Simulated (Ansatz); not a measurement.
## LiNb3: relaxing a made-up structure

This structure for LiNb3 is made up. Its elements were placed in a known structure type with a cell scaled to their sizes. What cell does the guess relax to, and how far off was it?

Calculated with Ansatz 0.2.0; DFT, PBE, plane-wave PAW, files of the set soft_1, scalar-relativistic, no spin, cell and ions relaxed at zero pressure; PAW set soft_1, in the first sound run; inputs show where later runs differ.

**1. Starting point**

The structure is cubic, space group Pm-3m (No. 221). Conventional cell: a = 4.218 Å, b = 4.218 Å, c = 4.218 Å, α = 90.00°, β = 90.00°, γ = 90.00°. Nearest to Nb lie 4 Li at 2.98 Å and 8 Nb at 2.98 Å. Nearest to Li lie 12 Nb at 2.98 Å. Farther neighbours are not listed.

**2. Relaxation of the guess**

The guessed cell has no reason to be at equilibrium. It is relaxed with the atoms, within the space group of the guess.

The input, input.yaml:

```yaml
crystal:
  lattice:
    - [4.218, 0.0, 0.0]
    - [0.0, 4.218, 0.0]
    - [0.0, 0.0, 4.218]
  atoms:
    - { symbol: Nb, position: [0.0, 0.5, 0.5] }
    - { symbol: Nb, position: [0.5, 0.0, 0.5] }
    - { symbol: Nb, position: [0.5, 0.5, 0.0] }
    - { symbol: Li, position: [0.0, 0.0, 0.0] }
kpoints:
  mp_grid: { grid: [6, 6, 6] }
scf:
  occupations: { method: fermi_dirac, width: 0.05 }
hamiltonian:
  xc: pbe
  pseudopotentials: { kind: paw, azcp: { folder: soft_1 } }
relax:
  f_tol: 0.015
  max_steps: 70
  cell: {}
output:
  forces: true
  stress: true
```

Command:

```console
$ ansatz run input.yaml --threads 4 --pin off --max-ram 8192MiB --backend cpu --events-out ev --progress --plain --runs-dir out
```

Numbers of over 12 decimals in the logs are rounded to 6 here.

Output:

```text
Engine: ansatz 0.2.0, aarch64-unknown-linux-gnu
Pseudopotentials: kind: paw
Pseudopotential: Nb, paw, valence charge 13, recommended cutoff 420 eV (normal), soft_1/Nb.paw.azcp
Pseudopotential: Li, paw, valence charge 3, recommended cutoff 420 eV (normal), soft_1/Li.paw.azcp
Functional definition: PBE
  parameter kappa = 0.804
  parameter beta = 0.066725
  exchange = pbe_x(kappa = kappa, mu = beta*pi^2/3)
  correlation = pbe_c(beta = beta)
Crystal: 4 atoms, lattice volume = 75.045 Å³
Basis set: ecut = 420 eV, 1419 PW (Γ), exchange–correlation on 60×60×60 points (8 copies of the dense FFT grid, shifted against one another)
Bands: 26, of which v1, the nominal top of the filled ones, is band 21 counted from 1 (20 counted from 0)
Symmetry: 48 space group operations
Space group: Pm-3m (ITA 221), of the structure as read, at distance tolerance 4.2e-5 Å
k-points: 20 of 216
Non-local potential: Nb, projectors of the file, l = 0: 3, l = 1: 2, l = 2: 2, l = 3: 1
Non-local potential: Li, projectors of the file, l = 0: 3, l = 1: 2, l = 2: 1
PAW form: soft (Blöchl's): semilocal exchange-correlation on the pseudo side does not see the compensation charge
PAW one-centre angular grid: Nb, 590 points (default); XC on 64 Gauss nodes
PAW one-centre angular grid: Li, 110 points (default); XC on 96 Gauss nodes
Initial density: superposition of atomic densities (chi_scale 0.1, normalization cell, long waves kept (reshape's long-wave potential 0.00 eV rms))
Initial wavefunctions: pseudopotential atomic-orbital guess
Functional: x = pbe(κ = 0.804, μ = 0.219515), c = pbe(β = 0.066725)
SCF iter   1: F=—  HF=-13862.560772 eV  |F-HF|=—  |Δ(HF+E_count)|=         —  Δρ=8.11e-2  dr2=8.02e0  ethr=3.10e-3  ⟨swp⟩=4.8  Hψ=1914  notcnv=0
preconditioner: auto → Kerker (q_TF=auto, 2.477 Å⁻¹)  [metal: Δε(μ)=0.097 eV  Ē_g=3.407 eV  σ=0.050 eV  W_gap=0.43  n_scr=18 (ndim 8)  ℏωp=17.1 eV  f_vac=0.000  D(μ)=3.44/eV (n_scr^D=26)]
SCF iter   2: F=—  HF=-13860.561451 eV  |F-HF|=—  |Δ(HF+E_count)|=    2.00e0  Δρ=4.19e-2  dr2=2.02e0  ethr=3.10e-3  ⟨swp⟩=2.2  Hψ=1067  notcnv=0  defer=2
SCF iter   3: F=—  HF=-13859.999817 eV  |F-HF|=—  |Δ(HF+E_count)|=   5.62e-1  Δρ=7.28e-3  dr2=3.10e-2  ethr=3.10e-3  ⟨swp⟩=3.1  Hψ=1023  notcnv=0  defer=2
SCF iter   4: F=—  HF=-13859.998642 eV  |F-HF|=—  |Δ(HF+E_count)|=   1.17e-3  Δρ=1.28e-3  dr2=2.28e-3  ethr=7.38e-5  ⟨swp⟩=3.0  Hψ=1146  notcnv=0  defer=2
SCF iter   5: F=—  HF=-13859.998345 eV  |F-HF|=—  |Δ(HF+E_count)|=   2.97e-4  Δρ=4.64e-4  dr2=1.95e-4  ethr=5.43e-6  ⟨swp⟩=2.0  Hψ=654  notcnv=0  defer=2
SCF iter   6: F=—  HF=-13859.998304 eV  |F-HF|=—  |Δ(HF+E_count)|=   4.03e-5  Δρ=1.21e-4  dr2=1.21e-5  ethr=4.65e-7  ⟨swp⟩=2.0  Hψ=794  notcnv=0  defer=2
SCF iter   7: F=—  HF=-13859.998301 eV  |F-HF|=—  |Δ(HF+E_count)|=   3.72e-6  Δρ=2.35e-5  dr2=2.63e-7  ethr=2.89e-8  ⟨swp⟩=2.0  Hψ=871  notcnv=0  defer=2
SCF iter   8: F=-13859.998301 eV  HF=-13859.998301 eV  |F-HF|=3.86e-9  |Δ(HF+E_count)|=   3.71e-8  Δρ=4.28e-6  dr2=1.71e-8  ethr=2.38e-10  ⟨swp⟩=4.0  Hψ=1579  notcnv=0
SCF 1 converged in 8 iterations: F = -13859.998301 eV  dr2 = 1.71e-8
  greatest PAW one-centre occupation: 1.000 electrons in one spin orbital (limit 2), on the Li atom at site 3 (counted from 0), in its partial waves of l = 0
relax step   1: F+E_penalty+E_count = -13859.99830078 eV  Δ(F+E_penalty+E_count) = +0.000e0 eV  max|allowed force component| = 1.307e-28 eV/Å  Δτ_max = 0.0000 Å  P = -9.764 GPa  Ω = 75.045 Å³  (8 SCF iters, dr2 threshold 1.00e-7 eV, accepted)
Crystal: 4 atoms, lattice volume = 64.596 Å³
Basis set: ecut = 420 eV, 1237 PW (Γ), exchange–correlation on 60×60×60 points (8 copies of the dense FFT grid, shifted against one another)
Initial density: handed on by an earlier stage of this run
Initial wavefunctions: those handed on with the density
iter 1 solved again at ethr=5.88e-5 eV; its pass at ethr=3.10e-3 eV (dr2=2.47e-2 eV) is discarded
SCF iter   1: F=—  HF=-13860.140830 eV  |F-HF|=—  |Δ(HF+E_count)|=         —  Δρ=5.87e-3  dr2=2.48e-2  ethr=5.88e-5  ⟨swp⟩=1.0  Hψ=2786  notcnv=0
preconditioner: auto → Kerker (q_TF=auto, 2.539 Å⁻¹)  [metal: Δε(μ)=0.087 eV  Ē_g=3.490 eV  σ=0.050 eV  W_gap=0.40  n_scr=18 (ndim 8)  ℏωp=18.5 eV  f_vac=0.000  D(μ)=4.51/eV (n_scr^D=56)]
SCF iter   2: F=—  HF=-13860.138342 eV  |F-HF|=—  |Δ(HF+E_count)|=   2.49e-3  Δρ=3.70e-3  dr2=1.04e-2  ethr=5.88e-5  ⟨swp⟩=1.1  Hψ=522  notcnv=0
SCF iter   3: F=—  HF=-13860.136903 eV  |F-HF|=—  |Δ(HF+E_count)|=   1.44e-3  Δρ=4.28e-4  dr2=1.95e-4  ethr=2.47e-5  ⟨swp⟩=2.0  Hψ=674  notcnv=0
SCF iter   4: F=—  HF=-13860.136893 eV  |F-HF|=—  |Δ(HF+E_count)|=   1.07e-5  Δρ=1.35e-4  dr2=1.33e-5  ethr=4.65e-7  ⟨swp⟩=2.4  Hψ=765  notcnv=0
SCF iter   5: F=—  HF=-13860.136892 eV  |F-HF|=—  |Δ(HF+E_count)|=   9.84e-7  Δρ=3.63e-5  dr2=8.85e-7  ethr=3.16e-8  ⟨swp⟩=2.1  Hψ=786  notcnv=0
SCF iter   6: F=-13860.136892 eV  HF=-13860.136892 eV  |F-HF|=5.12e-9  |Δ(HF+E_count)|=   6.21e-8  Δρ=4.74e-6  dr2=1.72e-8  ethr=9.52e-10  ⟨swp⟩=4.0  Hψ=1551  notcnv=0
SCF 2 converged in 6 iterations: F = -13860.136892 eV  dr2 = 1.72e-8
relax step   2: F+E_penalty+E_count = -13860.13689161 eV  Δ(F+E_penalty+E_count) = -1.386e-1 eV  max|allowed force component| = 1.811e-29 eV/Å  Δτ_max = 0.0000 Å  P = +7.738 GPa  Ω = 64.596 Å³  energy of the carried Pulay correction = +1.058e-3 eV  (6 SCF iters, dr2 threshold 4.00e-7 eV, accepted)
Crystal: 4 atoms, lattice volume = 68.833 Å³
Basis set: ecut = 420 eV, 1357 PW (Γ), exchange–correlation on 60×60×60 points (8 copies of the dense FFT grid, shifted against one another)
iter 1 solved again at ethr=9.57e-6 eV; its pass at ethr=3.10e-3 eV (dr2=4.02e-3 eV) is discarded
SCF iter   1: F=—  HF=-13860.219912 eV  |F-HF|=—  |Δ(HF+E_count)|=         —  Δρ=2.43e-3  dr2=4.01e-3  ethr=9.57e-6  ⟨swp⟩=1.0  Hψ=2684  notcnv=0
preconditioner: auto → Kerker (q_TF=auto, 2.513 Å⁻¹)  [metal: Δε(μ)=0.050 eV  Ē_g=3.264 eV  σ=0.050 eV  W_gap=0.25  n_scr=18 (ndim 8)  ℏωp=17.9 eV  f_vac=0.000  D(μ)=5.58/eV (n_scr^D=80)]
SCF iter   2: F=—  HF=-13860.219789 eV  |F-HF|=—  |Δ(HF+E_count)|=   1.23e-4  Δρ=1.53e-3  dr2=1.73e-3  ethr=9.55e-6  ⟨swp⟩=1.0  Hψ=520  notcnv=0
SCF iter   3: F=—  HF=-13860.219633 eV  |F-HF|=—  |Δ(HF+E_count)|=   1.56e-4  Δρ=1.71e-4  dr2=3.19e-5  ethr=4.12e-6  ⟨swp⟩=2.0  Hψ=640  notcnv=0
SCF iter   4: F=—  HF=-13860.219630 eV  |F-HF|=—  |Δ(HF+E_count)|=   2.47e-6  Δρ=4.80e-5  dr2=1.89e-6  ethr=7.60e-8  ⟨swp⟩=2.0  Hψ=876  notcnv=0
iter 5 did not close the SCF: its close was put off for the readings that it lacked (scf_convergence_deferred on its scf_iter line)
SCF iter   5: F=-13860.219630 eV  HF=-13860.219630 eV  |F-HF|=3.10e-8  |Δ(HF+E_count)|=   1.25e-7  Δρ=1.50e-5  dr2=1.64e-7  ethr=4.51e-9  ⟨swp⟩=2.0  Hψ=841  notcnv=0
SCF iter   6: F=-13860.219630 eV  HF=-13860.219630 eV  |F-HF|=2.83e-9  |Δ(HF+E_count)|=   1.05e-8  Δρ=2.81e-6  dr2=7.27e-9  ethr=3.90e-10  ⟨swp⟩=2.0  Hψ=1664  notcnv=0
SCF 3 converged in 6 iterations: F = -13860.219630 eV  dr2 = 7.27e-9
relax step   3: F+E_penalty+E_count = -13860.21963001 eV  Δ(F+E_penalty+E_count) = -8.274e-2 eV  max|allowed force component| = 1.489e-29 eV/Å  Δτ_max = 0.0000 Å  P = -0.987 GPa  Ω = 68.833 Å³  energy of the carried Pulay correction = +6.105e-4 eV  (6 SCF iters, dr2 threshold 4.00e-7 eV, accepted)
Crystal: 4 atoms, lattice volume = 68.305 Å³
iter 1 solved again at ethr=1.62e-7 eV; its pass at ethr=3.10e-3 eV (dr2=6.79e-5 eV) is discarded
SCF iter   1: F=—  HF=-13860.221399 eV  |F-HF|=—  |Δ(HF+E_count)|=         —  Δρ=2.98e-4  dr2=6.72e-5  ethr=1.62e-7  ⟨swp⟩=2.0  Hψ=2692  notcnv=0
preconditioner: auto → Kerker (q_TF=auto, 2.516 Å⁻¹)  [metal: Δε(μ)=0.061 eV  Ē_g=3.293 eV  σ=0.050 eV  W_gap=0.29  n_scr=18 (ndim 8)  ℏωp=18.0 eV  f_vac=0.000  D(μ)=5.35/eV (n_scr^D=80)]
SCF iter   2: F=—  HF=-13860.221397 eV  |F-HF|=—  |Δ(HF+E_count)|=   2.01e-6  Δρ=1.88e-4  dr2=2.85e-5  ethr=1.60e-7  ⟨swp⟩=1.0  Hψ=520  notcnv=0
SCF iter   3: F=—  HF=-13860.221393 eV  |F-HF|=—  |Δ(HF+E_count)|=   3.64e-6  Δρ=2.24e-5  dr2=6.01e-7  ethr=6.78e-8  ⟨swp⟩=2.0  Hψ=659  notcnv=0
iter 4 did not close the SCF: its close was put off for the readings that it lacked (scf_convergence_deferred on its scf_iter line)
SCF iter   4: F=-13860.221393 eV  HF=-13860.221393 eV  |F-HF|=7.62e-9  |Δ(HF+E_count)|=   1.19e-7  Δρ=6.73e-6  dr2=3.57e-8  ethr=1.43e-9  ⟨swp⟩=2.0  Hψ=866  notcnv=0
iter 5 did not close the SCF: its close was put off for the readings that it lacked (scf_convergence_deferred on its scf_iter line)
SCF iter   5: F=-13860.221393 eV  HF=-13860.221393 eV  |F-HF|=5.17e-10  |Δ(HF+E_count)|=   1.79e-9  Δρ=2.19e-6  dr2=3.54e-9  ethr=8.49e-11  ⟨swp⟩=2.0  Hψ=767  notcnv=0
SCF iter   6: F=-13860.221393 eV  HF=-13860.221393 eV  |F-HF|=2.55e-11  |Δ(HF+E_count)|=  1.67e-10  Δρ=2.73e-7  dr2=7.18e-11  ethr=8.44e-12  ⟨swp⟩=1.0  Hψ=1458  notcnv=0
SCF 4 converged in 6 iterations: F = -13860.221393 eV  dr2 = 7.18e-11
relax step   4: F+E_penalty+E_count = -13860.22139323 eV  Δ(F+E_penalty+E_count) = -1.763e-3 eV  max|allowed force component| = 3.866e-30 eV/Å  Δτ_max = 0.0000 Å  P = -0.045 GPa  Ω = 68.305 Å³  energy of the carried Pulay correction = +6.648e-4 eV  (6 SCF iters, dr2 threshold 4.00e-7 eV, accepted)
Initial wavefunctions: pseudopotential atomic-orbital guess (no wavefunctions were taken with the density)
iter 1 solved again at ethr=2.36e-8 eV; its pass at ethr=3.10e-3 eV (dr2=9.89e-6 eV) is discarded
SCF iter   1: F=—  HF=-13860.220784 eV  |F-HF|=—  |Δ(HF+E_count)|=         —  Δρ=1.08e-4  dr2=1.01e-6  ethr=2.36e-8  ⟨swp⟩=3.2  Hψ=3410  notcnv=0
preconditioner: auto → Kerker (q_TF=auto, 2.516 Å⁻¹)  [metal: Δε(μ)=0.060 eV  Ē_g=3.292 eV  σ=0.050 eV  W_gap=0.29  n_scr=18 (ndim 8)  ℏωp=18.0 eV  f_vac=0.000  D(μ)=5.37/eV (n_scr^D=80)]
SCF iter   2: F=—  HF=-13860.220789 eV  |F-HF|=—  |Δ(HF+E_count)|=   4.78e-6  Δρ=5.71e-5  dr2=2.76e-7  ethr=2.41e-9  ⟨swp⟩=1.7  Hψ=774  notcnv=0
SCF iter   3: F=—  HF=-13860.220789 eV  |F-HF|=—  |Δ(HF+E_count)|=   3.55e-7  Δρ=2.53e-6  dr2=1.13e-9  ethr=6.56e-10  ⟨swp⟩=2.0  Hψ=923  notcnv=0
SCF iter   4: F=—  HF=-13860.220789 eV  |F-HF|=—  |Δ(HF+E_count)|=  9.84e-10  Δρ=3.85e-7  dr2=6.84e-11  ethr=2.70e-12  ⟨swp⟩=2.2  Hψ=730  notcnv=0
iter 5 did not close the SCF: its close was put off for the readings that it lacked (scf_convergence_deferred on its scf_iter line)
SCF iter   5: F=-13860.220789 eV  HF=-13860.220789 eV  |F-HF|=3.64e-12  |Δ(HF+E_count)|=  7.28e-12  Δρ=5.54e-8  dr2=1.50e-12  ethr=1.00e-12  ⟨swp⟩=1.0  Hψ=520  notcnv=0
SCF iter   6: F=-13860.220789 eV  HF=-13860.220789 eV  |F-HF|=3.64e-12  |Δ(HF+E_count)|=  7.28e-12  Δρ=1.21e-8  dr2=1.23e-13  ethr=1.00e-12  ⟨swp⟩=2.0  Hψ=1515  notcnv=0
SCF 5 converged in 6 iterations: F = -13860.220789 eV  dr2 = 1.23e-13
relax step   5: F+E_penalty+E_count = -13860.22078948 eV  Δ(F+E_penalty+E_count) = +6.037e-4 eV  max|allowed force component| = 8.312e-30 eV/Å  Δτ_max = 0.0000 Å  P = -0.049 GPa  Ω = 68.305 Å³  stress off target by 4.94e-2 GPa  SCF on the basis re-selected at this cell (its energy is not comparable with the rows above)  (6 SCF iters)
basis re-selected at this cell: Δ(F+E_penalty+E_count) = +6.037e-4 eV, ΔP = -0.004 GPa vs the last step (what re-selecting the basis moved, of the pressure what is left beyond the Pulay correction that the steps carried, after the strain that the cell walked since its last selection, with what the two solves' SCF thresholds leave and, on support functions, any second-order correction that the steps lacked; it is no m [...]
SCF converged after 6 iterations
Free energy (F): -13860.220789 eV
Harris-Foulkes:  -13860.220789 eV  (|F-HF|=3.64e-12)
Internal energy: -13860.178402 eV  (E = F + TS)
E sigma→0 (E₀):  -13860.199596 eV
Entropy (-TS):   -0.042387 eV (-10.597 meV/atom)
Fermi energy:    14.575730 eV
--- Per-component energies (eV) ---
  E_band       = -383.476472
  E_kinetic    = 1134.712193
  E_local      = -2452.203096  (includes V_loc(G=0)·N_el)
  E_nonlocal   = 267.611660
  E_hartree    = 824.835663
  E_xc         = -504.794385
  E_vxc        = -611.729671  (∫ρ·V_xc dr)
  E_paw        = -9271.241358  (= ΣΔE_a)
  E_vpaw       = -371.539282  (= ΣTr[D̂ρ^β])
  E_aug_tail   = 0.000388  (compensation charges beyond the density's cutoff)
  E_ewald      = -3859.099467
  E_smearing   = -0.042387  (= −TS)
  E_closure    = 0.000000  (closes the sum)
  Σ components = -13860.220789   (vs F -13860.220789, Δ=0.00e0)
--- Forces (eV/Å), atoms counted from 1 ---
  atom   1  Nb    -0.00000000    -0.00000000     0.00000000
  atom   2  Nb    -0.00000000    -0.00000000    -0.00000000
  atom   3  Nb    -0.00000000    -0.00000000     0.00000000
  atom   4  Li    -0.00000000     0.00000000    -0.00000000
  max |Σ_I F_I| component: 1.72e-29 eV/Å
--- Stress (GPa, compression-positive) ---
       -0.049355       0.000000       0.000000
        0.000000      -0.049355       0.000000
       -0.000000       0.000000      -0.049355
  P = ⅓ Tr σ = -0.0494 GPa (-0.494 kbar)
--- Relaxed structure (4 steps of the walk, 4 accepted, 1 SCFs on fresh bases) ---
  F+E_penalty+E_count = -13860.22078948 eV   max|allowed force component| = 8.312e-30 eV/Å   (the final SCF, on the basis selected at the relaxed cell)
  cell:  # Å, volume = 68.3052 Å³
    - [4.087753, 0, 0]
    - [0, 4.087753, 0]
    - [0, 0, 4.087753]
  atoms:
    - { symbol: Nb, position: [0, 0.5, 0.5] }
    - { symbol: Nb, position: [0.5, 0, 0.5] }
    - { symbol: Nb, position: [0.5, 0.5, 0] }
    - { symbol: Li, position: [0, 0, 0] }
```

Elapsed: 2.5 s, on 4 threads of Arm Neoverse V2, shared host; peak memory 0.36 GiB; 8.4 s of CPU time.

The steps of the relaxation:

| step | energy less that of the first step (eV) | largest force component (eV/Å) | pressure (GPa) | volume (Å³) |
| --- | --- | --- | --- | --- |
| 1 | 0.0000 | 0.0000 | -9.76 | 75.04 |
| 2 | -0.1386 | 0.0000 | 7.74 | 64.60 |
| 3 | -0.2213 | 0.0000 | -0.99 | 68.83 |
| 4 | -0.2231 | 0.0000 | -0.05 | 68.31 |
| 5* | -0.2225 | 0.0000 | -0.05 | 68.31 |

Relaxation steps marked * repeat the geometry before them on a plane-wave basis chosen anew for their cell, so energy and pressure can jump there.

The run keeps the 48 symmetry operations that it works with, so distortions that break them were not tested.

| conventional cell, symmetrised | before | after | change |
| --- | --- | --- | --- |
| a (Å) | 4.218 | 4.088 | -3.1 % |
| b (Å) | 4.218 | 4.088 | -3.1 % |
| c (Å) | 4.218 | 4.088 | -3.1 % |
| volume (Å³/atom) | 18.76 | 17.08 | -9.0 % |

Final coordinates:

```xyz
4
Lattice="4.0878 0.0000 0.0000 0.0000 4.0878 0.0000 0.0000 0.0000 4.0878" Properties=species:S:1:pos:R:3 pbc="T T T"
Nb    0.0000    2.0439    2.0439
Nb    2.0439    0.0000    2.0439
Nb    2.0439    2.0439    0.0000
Li    0.0000    0.0000    0.0000
```

This step gave:

- free energy: -13860.2208 eV
- energy at zero smearing: -13860.1996 eV
- smearing term TS: 0.04239 eV
- Fermi energy: 14.58 eV
- electrons: 42
- symmetry operations: 48
- pressure: -0.04935 GPa

The shortest distance of each pair, which need not be the same contact before and after:

| pair | guess (Å) | relaxed (Å) |
| --- | --- | --- |
| Nb–Nb | 2.983 | 2.890 |
| Li–Nb | 2.983 | 2.890 |
| Li–Li | 4.218 | 4.088 |

The relaxation ends with a pressure of -0.05 GPa.

(Part 1 of 2 ends here.)

[Logs are printed without paths, hosts, clocks, repeated set-up lines and the standing remarks that a program may print on its own settings, such as how far it seeks lower states.]

[Hosts, paths, dates, database ids (printed as entryN), source tags and the programs' standing remarks are cut or masked in the printed files.]
